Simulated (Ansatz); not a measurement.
# armchair SiC nanoribbon (N = 3, H edges): bands under strain, part 3 of 3

Aim: is the armchair SiC nanoribbon (N = 3, H edges) a metal or a semiconductor?

Ansatz 0.2.0; DFT PBE, plane waves, PAW; relaxation of a wire's period (the session's first sound run).

So far, band gap (eV): step 3 (the perfect wire) 2.40; step 4 (relaxing the atoms, period over the relaxed period 0.96, k-mesh …) 2.41; step 5 (relaxing the atoms, period over the relaxed period 0.98, k-mesh …) 2.42; step 6 (relaxing the atoms, period over the relaxed period 1.02, k-mesh …) 2.36.

## (7) At a strained period, period over the relaxed period 1.04, k-mesh 1×1×11

Level of this step: DFT PBE, plane waves, PAW; relaxation at a fixed period (Ansatz).

The period is set to 1.04 times the relaxed one and the atoms relax within it: strain changes bond lengths and angles, which shifts the bands against each other. Against the first PBE run of this kind, the mesh along the wire has 11 points against 15.

The cell differs from the one that the last finished run ended in (c 5.550 → 5.659 Å).

Contents of input.yaml:

```yaml
crystal:
  lattice:
    - [12.56, 0.0, 0.0]
    - [0.0, 7.0, 0.0]
    - [0.0, 0.0, 5.6589762115]
  atoms:
    - { symbol: Si, position: [0.380726785, 0.5, 0.008315766] }
    - { symbol: Si, position: [0.619263907, 0.5, 0.008315766] }
    - { symbol: C, position: [0.379003648, 0.5, 0.329537147] }
    - { symbol: C, position: [0.620987044, 0.5, 0.329537147] }
    - { symbol: H, position: [0.302278657, 0.5, 0.423701311] }
    - { symbol: H, position: [0.697712035, 0.5, 0.423701311] }
    - { symbol: Si, position: [0.499995346, 0.5, 0.499845496] }
    - { symbol: C, position: [0.499995346, 0.5, 0.831281783] }
    - { symbol: H, position: [0.277299631, 0.5, 0.873627015] }
    - { symbol: H, position: [0.722691061, 0.5, 0.873627015] }
kpoints:
  mp_grid: { grid: [1, 1, 11] }
  band_path: { path: ["Γ", Z], npoints: 90 }
scf:
  occupations: { method: fermi_dirac, width: 0.05 }
hamiltonian:
  xc: pbe
relax:
  max_steps: 40
  f_tol: 0.02
output:
  stress: true
```

The run is started by

```
> ansatz run input.yaml --threads 4 --pin off --max-ram 16384MiB --backend cpu --events-out ev --progress --plain --runs-dir out
```

Numbers of over 12 decimals in the logs are rounded to 6 here.

Log:

```text
[...]
Crystal: 10 atoms, lattice volume = 497.537 Å³
Basis set: ecut = 420 eV, 9725 PW (Γ), exchange–correlation on 180×96×80 points (8 copies of the dense FFT grid, shifted against one another)
Bands: 24, of which v1, the nominal top of the filled ones, is band 14 counted from 1 (13 counted from 0)
Symmetry: 4 space group operations
[...]
- { symbol: Si, position: [0.616425, 0.5, 0.012903] }
    - { symbol: C, position: [0.382087, 0.5, 0.324938] }
    - { symbol: C, position: [0.617903, 0.5, 0.324938] }
    - { symbol: H, position: [0.302862, 0.5, 0.404989] }
    - { symbol: H, position: [0.697128, 0.5, 0.404989] }
    - { symbol: Si, position: [0.499995, 0.5, 0.502365] }
    - { symbol: C, position: [0.499995, 0.5, 0.828117] }
    - { symbol: H, position: [0.277824, 0.5, 0.892674] }
    - { symbol: H, position: [0.722167, 0.5, 0.892674] }
[key lines of the parts left out:]
SCF converged after 4 iterations
Free energy (F): -2720.863041 eV
Fermi energy:    -1.980386 eV
P = ⅓ Tr σ = -0.5722 GPa (-5.722 kbar)
```

Elapsed: 21 s, on 4 threads of Arm Neoverse V1, shared host; peak memory 0.99 GiB.

The steps of the relaxation:

```csv
step,energy less that of the first step (eV),largest force component (eV/Å)
1,0.0000,0.9287
2,-0.0935,0.4937
3,-0.1198,0.0588
4,-0.1202,0.0244
5,-0.1203,0.0054
```

Forces are held to the 4 operations that the run works with; a distortion that breaks them can't arise in this run.

The atoms that moved most (Å):

```csv
atom,dx,dy,dz,length
H10,-0.007,0.000,0.108,0.108
H9,0.007,0.000,0.108,0.108
H6,-0.007,0.000,-0.106,0.106
H5,0.007,0.000,-0.106,0.106
C4,-0.039,0.000,-0.026,0.047
C3,0.039,0.000,-0.026,0.047
Si2,-0.036,0.000,0.026,0.044
Si1,0.036,0.000,0.026,0.044
```

Final coordinates:

```xyz
10
Lattice="12.5600 0.0000 0.0000 0.0000 7.0000 0.0000 0.0000 0.0000 5.6590" Properties=species:S:1:pos:R:3
Si    4.8176    3.5000    0.0730
Si    7.7423    3.5000    0.0730
C     4.7990    3.5000    1.8388
C     7.7609    3.5000    1.8388
H     3.8039    3.5000    2.2918
H     8.7559    3.5000    2.2918
Si    6.2799    3.5000    2.8429
C     6.2799    3.5000    4.6863
H     3.4895    3.5000    5.0516
H     9.0704    3.5000    5.0516
```

The gap is 2.33 eV, against 2.40 eV under PBE at the relaxed period.

## (8) Strain along the wire, period over the relaxed period 1.06, k-mesh 1×1×11

The period is set to 1.06 times the relaxed one and the atoms relax within it: strain changes bond lengths and angles, which shifts the bands against each other. Against the first PBE run of this kind, the mesh along the wire has 11 points against 15.

The cell differs from the one that the last finished run ended in (c 5.659 → 5.768 Å).

Changes to input.yaml since step 7:

```diff
@@ -4,3 +4,3 @@
     - [0.0, 7.0, 0.0]
-    - [0.0, 0.0, 5.6589762115]
+    - [0.0, 0.0, 5.7678026771]
   atoms:
```

Log:

```text
[...]
Crystal: 10 atoms, lattice volume = 507.105 Å³
Basis set: ecut = 420 eV, 9901 PW (Γ), exchange–correlation on 180×96×80 points (8 copies of the dense FFT grid, shifted against one another)
Bands: 24, of which v1, the nominal top of the filled ones, is band 14 counted from 1 (13 counted from 0)
Symmetry: 4 space group operations
[...]
- { symbol: Si, position: [0.615119, 0.5, 0.014977] }
    - { symbol: C, position: [0.383516, 0.5, 0.322752] }
    - { symbol: C, position: [0.616475, 0.5, 0.322752] }
    - { symbol: H, position: [0.303273, 0.5, 0.396637] }
    - { symbol: H, position: [0.696718, 0.5, 0.396637] }
    - { symbol: Si, position: [0.499995, 0.5, 0.503134] }
    - { symbol: C, position: [0.499995, 0.5, 0.827042] }
    - { symbol: H, position: [0.278129, 0.5, 0.901292] }
    - { symbol: H, position: [0.721861, 0.5, 0.901292] }
[key lines of the parts left out:]
SCF converged after 5 iterations
Free energy (F): -2720.720026 eV
Fermi energy:    -2.084713 eV
P = ⅓ Tr σ = -0.8828 GPa (-8.828 kbar)
```

Elapsed: 21 s, on 4 threads; peak memory 1 GiB.

The electronic bands at the labelled points (eV, zero at the Fermi level):

```csv
point,band 11,band 12,band 13,band 14,band 15,band 16,band 17,band 18
Γ,-3.35,-3.16,-1.49,-1.15,1.14,2.25,2.43,3.06
halfway,-3.47,-3.34,-1.82,-1.44,1.97,1.98,2.53,3.27
Z,-3.74,-3.01,-2.60,-1.37,1.74,2.97,3.01,3.07
```

The gap is 2.29 eV, against 2.40 eV under PBE at the relaxed period.

## (9) The series together

Times are for 4 threads of Arm Neoverse V1, shared host. The runs compared:

```csv
no.,period over the relaxed period,k-mesh,pressure (GPa),band gap (eV),time,memory (GiB)
1,0.96,1×1×12,0.8113,2.414,19 s,0.94
2,0.98,1×1×12,0.4305,2.425,18 s,0.95
3,1.02,1×1×11,-0.2494,2.365,19 s,0.98
4,1.04,1×1×11,-0.5722,2.328,21 s,0.99
5,1.06,1×1×11,-0.8828,2.287,21 s,1.0
```

## (10) What came out

```
cell length, PBE           : 5.441 Å
gap, PBE                   : 2.40 eV
gap, period scaled by 0.96 : 2.41 eV
gap, period scaled by 0.98 : 2.42 eV
gap, period scaled by 1.02 : 2.36 eV
gap, period scaled by 1.04 : 2.33 eV
gap, period scaled by 1.06 : 2.29 eV
```

**Reading.** Under PBE the cell's length is 5.44 Å, and a gap of 2.40 eV makes it a semiconductor. Strain matters: under PBE the gap goes from 2.40 eV to 2.41 eV at 0.96 times the period, 2.42 eV at 0.98 times the period, 2.36 eV at 1.02 times the period, 2.33 eV at 1.04 times the period and 2.29 eV at 1.06 times the period.

[Logs are printed without paths, hosts, clocks, repeated set-up lines and the standing remarks that a program may print on its own settings, such as how far it seeks lower states.]

[Hosts, paths, dates, database ids (printed as entryN), source tags and the programs' standing remarks are cut or masked in the printed files.]
